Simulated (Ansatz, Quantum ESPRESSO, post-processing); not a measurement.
# Ballistic transmission: vacuum gap of 4.5 Å between two Al(100) faces, part 4 of 4

Aim: the zero-bias transmission with pwcond for this junction: vacuum gap of 4.5 Å between two Al(100) faces.

Quantum ESPRESSO 7.5; plane-wave DFT, LDA, GBRV ultrasoft pseudopotentials; cross-check by Ansatz 0.2.0 with PAW datasets.

So far. Step 2 (Ground state): The run needed 17 iterations to bring the estimated error under 1e-07 Ry; the largest force on any atom, held or free, is 0.15 eV/Å. Step 3 (Transmission with pwcond.x): At no point does T exceed the number of channels.

### Step 5. The same in Ansatz

As a check, the same structure is run in Ansatz.

Level of this step: plane-wave DFT, LDA, Ansatz PAW (Ansatz 0.2.0).

input.yaml

```yaml
crystal:
  lattice:
    - [2.856711396, 0.0, 0.0]
    - [0.0, 2.856711396, 0.0]
    - [0.0, 0.0, 26.72]
  atoms:
    - { symbol: Al, position: [0.0, 0.0, 0.0] }
    - { symbol: Al, position: [0.5, 0.5, 0.0755988024] }
    - { symbol: Al, position: [0.0, 0.0, 0.1511976048] }
    - { symbol: Al, position: [0.5, 0.5, 0.2267964072] }
    - { symbol: Al, position: [0.0, 0.0, 0.3023952096] }
    - { symbol: Al, position: [0.5, 0.5, 0.377994012] }
    - { symbol: Al, position: [0.0, 0.0, 0.5464071856] }
    - { symbol: Al, position: [0.5, 0.5, 0.622005988] }
    - { symbol: Al, position: [0.0, 0.0, 0.6976047904] }
    - { symbol: Al, position: [0.5, 0.5, 0.7732035928] }
    - { symbol: Al, position: [0.0, 0.0, 0.8488023952] }
    - { symbol: Al, position: [0.5, 0.5, 0.9244011976] }
kpoints:
  mp_grid: { grid: [8, 8, 1] }
hamiltonian:
  xc: lda
scf:
  occupations: { method: fermi_dirac, width: 0.1 }
  convergence: { dr2_threshold: 1.0e-08 }
output:
  transmission: { leads: [[0, 2]], e_range: [-0.4, 0.4], de: 0.4, kmesh: [10, 10] }
  write_potential: true
  write_density: true
  volumetric_format: npy
  elf: true
```

Started as:

```
ansatz run input.yaml --threads 2 --pin off --max-ram 4096MiB --backend cpu --events-out ev --progress --plain --runs-dir out
```

Numbers of over 12 decimals in the logs are rounded to 6 here.

Log:

```text
Engine: ansatz 0.2.0, aarch64-unknown-linux-gnu
Pseudopotentials: kind: paw
Pseudopotential: Al, paw, valence charge 3, recommended cutoff 420 eV (normal), Al.paw.azcp
Functional definition: SPW92
  exchange = slater_x
  correlation = pw_c
Crystal: 12 atoms, lattice volume = 218.057 Å³
Basis set: ecut = 420 eV, 4269 PW (Γ)
Bands: 30, of which v1, the nominal top of the filled ones, is band 18 counted from 1 (17 counted from 0)
Symmetry: 16 space group operations
Space group: P4/nmm (ITA 129), of the structure as read, at distance tolerance 6.0e-5 Å
k-points: 15 of 64
Non-local potential: Al, projectors of the file, l = 0: 2, l = 1: 2, l = 2: 1
PAW form: soft (Blöchl's): semilocal exchange-correlation on the pseudo side does not see the compensation charge
PAW frozen core: Al, regenerated for the run's functional, and the local potential with it (the file was generated under x = pbe(κ = 0.804, μ = 0.219515), c = pbe(β = 0.066725))
PAW one-centre angular grid: Al, 110 points (default); XC on 64 Gauss nodes
Initial density: superposition of atomic densities (neutral atoms: chi_scale 0, normalization atom), corrected by the library's trained network
Initial wavefunctions: pseudopotential atomic-orbital guess
Functional: x = slater, c = lda
SCF iter   1: F=—  HF=-6153.459911 eV  |F-HF|=—  |Δ(HF+E_count)|=         —  Δρ=3.88e-3  dr2=4.39e-1  ethr=1.77e-3  ⟨swp⟩=7.5  Hψ=2524  notcnv=0  defer=2
preconditioner: auto → Kerker (q_TF=auto, 2.021 Å⁻¹)  [metal: Δε(μ)=0.051 eV  Ē_g=6.800 eV  σ=0.100 eV  W_gap=0.12  n_scr=16 (ndim 8)  ℏωp=15.1 eV  f_vac=0.000  D(μ)=5.02/eV (n_scr^D=16)]
SCF iter   2: F=—  HF=-6153.443266 eV  |F-HF|=—  |Δ(HF+E_count)|=   1.66e-2  Δρ=2.29e-3  dr2=9.91e-2  ethr=1.22e-3  ⟨swp⟩=1.1  Hψ=571  notcnv=0  defer=4
SCF iter   3: F=—  HF=-6153.435525 eV  |F-HF|=—  |Δ(HF+E_count)|=   7.74e-3  Δρ=4.09e-4  dr2=2.11e-3  ethr=2.75e-4  ⟨swp⟩=1.1  Hψ=444  notcnv=0  defer=4
SCF iter   4: F=—  HF=-6153.435385 eV  |F-HF|=—  |Δ(HF+E_count)|=   1.40e-4  Δρ=8.03e-5  dr2=3.17e-4  ethr=5.87e-6  ⟨swp⟩=1.8  Hψ=522  notcnv=0  defer=4
SCF iter   5: F=—  HF=-6153.435370 eV  |F-HF|=—  |Δ(HF+E_count)|=   1.51e-5  Δρ=3.52e-5  dr2=6.31e-5  ethr=8.80e-7  ⟨swp⟩=1.3  Hψ=430  notcnv=0  defer=4
SCF iter   6: F=—  HF=-6153.435365 eV  |F-HF|=—  |Δ(HF+E_count)|=   5.36e-6  Δρ=1.28e-5  dr2=7.61e-6  ethr=1.75e-7  ⟨swp⟩=1.2  Hψ=449  notcnv=0  defer=4
SCF iter   7: F=—  HF=-6153.435361 eV  |F-HF|=—  |Δ(HF+E_count)|=   4.07e-6  Δρ=2.11e-6  dr2=2.75e-8  ethr=2.11e-8  ⟨swp⟩=1.6  Hψ=508  notcnv=0  defer=4
SCF iter   8: F=-6153.435361 eV  HF=-6153.435361 eV  |F-HF|=8.36e-10  |Δ(HF+E_count)|=   1.19e-8  Δρ=4.87e-7  dr2=1.44e-9  ethr=2.78e-11  ⟨swp⟩=8.4  Hψ=1576  notcnv=0
SCF 1 converged in 8 iterations: F = -6153.435361 eV  dr2 = 1.44e-9
  greatest PAW one-centre occupation: 0.488 electrons in one spin orbital (limit 2), on the Al atom at site 6 (counted from 0), in its partial waves of l = 0
transmission: 71 of 693 steps passed
transmission: 139 of 693 steps passed
[...]
transmission: 693 of 693 steps passed
SCF converged after 8 iterations
Free energy (F): -6153.435361 eV
Harris-Foulkes:  -6153.435361 eV  (|F-HF|=8.36e-10)
Internal energy: -6153.264512 eV  (E = F + TS)
E sigma→0 (E₀):  -6153.349936 eV
Entropy (-TS):   -0.170849 eV (-14.237 meV/atom)
Fermi energy:    6.631432 eV
--- Per-component energies (eV) ---
  E_band       = 85.083920
  E_kinetic    = 269.373478
  E_local      = -441.583701  (includes V_loc(G=0)·N_el)
  E_nonlocal   = 132.076597
  E_hartree    = 260.228549
  E_xc         = -469.074038
  E_vxc        = -347.725584  (∫ρ·V_xc dr)
  E_paw        = -5318.647775  (= ΣΔE_a)
  E_vpaw       = -47.514486  (= ΣTr[D̂ρ^β])
  E_aug_tail   = -0.000048  (compensation charges beyond the density's cutoff)
  E_ewald      = -586.306173
  E_core_change = 0.668598  (= ΣΔE_core)
  E_smearing   = -0.170849  (= −TS)
  E_closure    = -0.000000  (closes the sum)
  Σ components = -6153.435361   (vs F -6153.435361, Δ=0.00e0)
--- Band table (eV; the first three rows and the last of 15) ---
  k-point 0: bands = [... 14 lower, 7.1180, 9.2863, 9.7583, 11.9668, 12.1524, 12.2389, 12.2389, 12.4033, ... 8 higher]
  k-point 1: bands = [... 14 lower, 7.3747, 8.7631, 8.9435, 9.1342, 9.5440, 9.6157, 10.0323, 10.0623, ... 8 higher]
  k-point 2: bands = [... 14 lower, 5.5946, 5.8780, 6.2666, 6.7327, 7.3491, 7.3551, 8.0438, 8.2140, ... 8 higher]
  k-point 14: bands = [... 14 lower, 5.5533, 5.5533, 5.6959, 5.6959, 5.9482, 5.9482, 6.3758, 6.3758, ... 8 higher]
--- Transmission ---
  basis      : 69 plane waves across, 33 finite elements along
  points     : 21, standing for a mesh of 10 x 10
  energies   : 3 from -0.400000 to 0.400000 eV about the Fermi level, 0.400000 eV apart; the leads are filled to 0.000000 eV, and channels, transmission and decay are at 0.000000 eV
  crystal 0  : Al2, at the sites [0, 2], period 4.0400 Å, over 24.24 Å; its Hamiltonian steps by up to 34.5 meV: too much for a lead, lay more layers or, if its atoms are ordered, name the step of that order
    offset         : up to 0.0000 Å between an atom of the period and one for which it stands
    channels       : 1.610000e0 a spin
    conductance    : none, the energies end too early or step too widely for 300 K: set another output.transmission.e_range or a lower de, or, where they end at an eighth of basis.ecutwfc, a higher one
  junction   : crystal 0 to crystal 0, -0.31 to 22.37 Å
    transmission   : 7.749446e-2 a spin
    conductance    : none, the energies end too early or step too widely for 300 K: set another output.transmission.e_range or a lower de, or, where they end at an eighth of basis.ecutwfc, a higher one
```

Elapsed: 23 s, on 2 threads of Arm Neoverse N1, shared host; peak memory 0.41 GiB.

Read from the output:

* free energy: -6153.4354 eV
* energy at zero smearing: -6153.3499 eV
* smearing term TS: 0.1708 eV
* Fermi energy: 6.631 eV
* symmetry operations: 16
* transmission at the Fermi level, one spin: 0.07749
* step of the lead's Hamiltonian over a period: 34.5 meV

Per spin; mean over the k mesh across the current. The transmission, zone mean by energy, zero at the Fermi level:

```tsv
energy (eV)	transmission, zone mean
-0.400	0.0635
0.000	0.0775
0.400	0.153
```

Per spin; mean over the k mesh across the current. Open channels, zone mean against energy, zero at the Fermi level:

```tsv
energy (eV)	open channels, zone mean
-0.400	1.57
0.000	1.61
0.400	1.67
```

Electrostatic potential energy in the ca plane at fractional y = 0.000, with atoms of Al within 0.2 Å of it. With pseudopotentials it is smooth inside the atoms' cores, unlike the true potential.

Ten even steps from '0' (-11 eV) to '9' (11 eV), each cell a mean:
```
78988403402789999999997304304789873033047898
78888620015788899999998510026888885100268888
88888864457888889999999764467888887644678888
88778887778887789999999887788877888777888777
88788876678887889999999876678887888766788878
88888741136888899999998631147888886311478888
78888501103789999999997401105788874011057888
78997404512789999999997205503789872055037898
```
Columns run along c (16.0 Å, from fractional 0.20 to 0.80 of the cell; values clipped at the 3rd and 97th percentile), rows up along a (2.9 Å). Atoms in or near the plane, at fractional coordinates: Al at (0.30, 0.00), Al at (0.55, 0.00), Al at (0.70, 0.00).

ELF in the ca plane at fractional y = 0.000, with atoms of Al within 0.2 Å of it. It is the smooth field of the valence electrons, not physical close to the nuclei.

Ten even steps from '0' (0.03) to '9' (0.80), each cell a mean:
```
53235620015532221000169931125532355100265323
64446763257655543100148984466544467533675444
66666777777667775300037999877666667777776666
77777677777678986410025899877777767777777777
76677777777678886310026899877777667777777666
65556775577656664200047997677655567755776555
53335740036543332100159951136543456300465333
53224611104532211000169924215432355111154223
```
Columns run along c (16.0 Å, from fractional 0.20 to 0.80 of the cell), rows up along a (2.9 Å). Atoms in or near the plane, at fractional coordinates: Al at (0.30, 0.00), Al at (0.55, 0.00), Al at (0.70, 0.00).

Ansatz finds T = 0.0775 against pwcond's 0.0751.

### Step 6. All levels side by side

All levels:

```tsv
step	T at the Fermi level (per spin)	conductance (G0)	r.m.s. T(E) from the first	CPU time of the step (s)	peak memory (GiB)
Ansatz	0.07749	-	0	43.98	0.408
pwcond	0.07515	0.07515	0.003206	151.5	0.11
pwcond, changed setting	0.07516	0.07516	0.003099	362.9	0.14
```

Per spin; mean over the k mesh across the current. Transmission, zone mean against energy, zero at the Fermi level:

```tsv
energy (eV)	Ansatz	pwcond	pwcond, changed setting
-0.400	0.0635	0.0626	0.0626
0.000	0.0775	0.0751	0.0752
0.400	0.153	0.158	0.158
```

### Step 7. A check by hand

The Landauer sum over the mesh, Σ w T = 0.0800 × 0.158 + 0.0400 × 0.249 + 0.0400 × 0.219 + … = 0.07515.

G = 0.0751 × 77.48 µS = 5.82 µS a cell. Times the area of 8.161 Å², the resistance-area product is A/G = 14.0 fΩ m², the leads' contact resistance included.

Free electrons at 3 an atom (4 atoms in 65.9 Å³) have k_F = 1.753 1/Å and offer A k_F²/4π = 2.00 channels per spin; the lead has 1.61 on this mesh.

### Step 8. Summary of results

```yaml
conductance_from_t_at_the_fermi_level_a_cell: 0.0751 G₀
conductance_per_area: 71.3 S/μm²
lead_channels_per_spin: 1.61
the_same_conductance_by_ansatz: 0.0775 G₀
```

In words: The junction conducts 0.0751 G₀ a cell at the Fermi level (LDA, GBRV ultrasoft). At the Fermi level the junction passes 4.7 % of what the leads offer. At the Fermi level pwcond and Ansatz differ by 3.0 %, a close match. Ansatz finds a step of 34 meV across the lead's period inside the junction cell: the lead is too short to be bulk-like, which bears on both codes. The mean rests on 21 distinct points, the heaviest weighing 0.08, and the mesh was not tested, so even the second digit is unsure. Over -0.4 to 0.4 eV, T lies between 0.063 and 0.16 per spin. The geometry is as built, not relaxed, and the leads are short. Semilocal functionals lack the image potential in a vacuum gap.

[Logs are printed without paths, hosts, clocks, repeated set-up lines and the standing remarks that a program may print on its own settings, such as how far it seeks lower states.]

[Hosts, paths, dates, database ids (printed as entryN), source tags and the programs' standing remarks are cut or masked in the printed files.]

[Maps of the electrostatic potential energy from Ansatz leave out the sawtooth potential of an applied field or a dipole correction, so their vacuum need not be flat; planar profiles and work functions include it.]
